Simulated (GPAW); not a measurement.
Consider LiMg (P-6m2).

```cif
data_structure
_symmetry_space_group_name_H-M 'P 1'
_symmetry_Int_Tables_number 1
_cell_length_a 3.1085
_cell_length_b 3.1085
_cell_length_c 5.0255
_cell_angle_alpha 90.000
_cell_angle_beta 90.000
_cell_angle_gamma 120.000
_cell_volume 42.05
loop_
_atom_site_label
_atom_site_type_symbol
_atom_site_fract_x
_atom_site_fract_y
_atom_site_fract_z
_atom_site_occupancy
Mg1 Mg 0.66667 0.33333 0.50000 1
Li2 Li 0.00000 0.00000 0.00000 1
```

Absorber: atom 2, with 6 Mg at 3.09 Å and 6 Li at 3.11 Å (anticuboctahedral, as in hcp, site symmetry -6m2). Method: GPAW, LDA, excited-electron core hole (neutral cell), 16-atom cell with 7.4 Å between holes, 4×4×4 k points, dipole transitions, Gaussian full width 0.9 eV up to 4 eV, rising linearly to 3.5 eV at 25 eV.

Where do the maxima of the Li K edge fall?

Main maxima up to 24 eV above the zero (height): 0.5 eV (0.75), 3.8 eV (1.40), 9.2 eV (1.59) and 13.5 eV (0.88). A K edge sees empty p states on the absorber. The total-energy difference is 56.95 eV. One term is added: -3.34 eV, since the hole is spin-paired here and a spin-polarised one costs that much less in the free atom (computed apart). The photon energy is then 53.61 eV. The tabulated edge of the element is 54.7 eV. The functional leaves an error in such absolute values: in the free atom LDA prices this hole 1.0 eV below PBE (computed apart), and PBE is itself good to a few eV.

The Li K spectrum (energy from the lowest empty level; intensity scaled to a mean of 1 over the first 20 eV; polarised curves are means over the symmetry-equivalent atoms):

```tsv
E (eV)	isotropic	ε ⊥ c	ε ∥ c
-2.0	0.00	0.00	0.00
-1.5	0.00	0.00	0.00
-1.0	0.00	0.00	0.00
-0.5	0.10	0.11	0.08
0.0	0.50	0.55	0.40
0.5	0.75	0.83	0.60
1.0	0.62	0.66	0.54
1.5	0.66	0.67	0.65
2.0	0.97	0.90	1.12
2.5	1.13	1.04	1.30
3.0	1.16	1.04	1.38
3.5	1.35	1.26	1.53
4.0	1.39	1.37	1.41
4.5	1.28	1.32	1.19
5.0	1.21	1.31	1.01
5.5	1.12	1.19	0.97
6.0	1.13	1.21	0.97
6.5	1.32	1.50	0.96
7.0	1.51	1.71	1.09
7.5	1.57	1.69	1.33
8.0	1.58	1.62	1.52
8.5	1.57	1.52	1.65
9.0	1.58	1.46	1.81
9.5	1.57	1.43	1.85
10.0	1.44	1.33	1.64
10.5	1.20	1.16	1.29
11.0	0.96	0.96	0.95
11.5	0.79	0.81	0.75
12.0	0.75	0.76	0.72
12.5	0.79	0.79	0.80
13.0	0.86	0.83	0.90
13.5	0.88	0.84	0.96
14.0	0.86	0.81	0.97
14.5	0.82	0.74	0.96
15.0	0.78	0.68	0.97
15.5	0.75	0.64	0.98
16.0	0.74	0.63	0.97
16.5	0.73	0.64	0.91
17.0	0.71	0.65	0.83
17.5	0.67	0.63	0.74
18.0	0.62	0.61	0.65
18.5	0.57	0.57	0.56
19.0	0.52	0.54	0.48
19.5	0.48	0.52	0.40
20.0	0.45	0.51	0.34
20.5	0.44	0.51	0.29
21.0	0.44	0.52	0.26
21.5	0.45	0.55	0.26
22.0	0.47	0.57	0.27
22.5	0.49	0.59	0.30
23.0	0.51	0.60	0.34
23.5	0.53	0.61	0.38
24.0	0.55	0.62	0.42
24.5	0.57	0.63	0.46
25.0	0.59	0.64	0.50
25.5	0.62	0.66	0.53
26.0	0.64	0.67	0.57
26.5	0.66	0.69	0.60
27.0	0.67	0.69	0.63
27.5	0.68	0.69	0.65
28.0	0.67	0.68	0.66
28.5	0.66	0.66	0.66
29.0	0.64	0.63	0.65
29.5	0.61	0.60	0.64
30.0	0.59	0.56	0.63
30.5	0.56	0.53	0.63
31.0	0.54	0.50	0.63
31.5	0.52	0.47	0.64
32.0	0.51	0.44	0.64
```

The mesh is coarse (0.25 Å⁻¹ between points), so small maxima may be mesh ripples. The structure is a computed Materials Project entry and may be a hypothetical form.

[Banner, clock and machine lines of the logs are left out without a mark of their own.]

[Logs are printed without paths, hosts, clocks, repeated set-up lines and the standing remarks that a program may print on its own settings, such as how far it seeks lower states.]

[Hosts, paths, dates, database ids (printed as entryN), source tags and the programs' standing remarks are cut or masked in the printed files.]

[Lists of maxima count a maximum above −3 eV only where it reaches 4 % of the highest in the window and stands out from its surroundings by 2 % of it (1.5 % where it reaches 55 %); shoulders and weaker maxima are passed over, and of the rest the first, up to two pre-edge ones and the few strongest are named.]
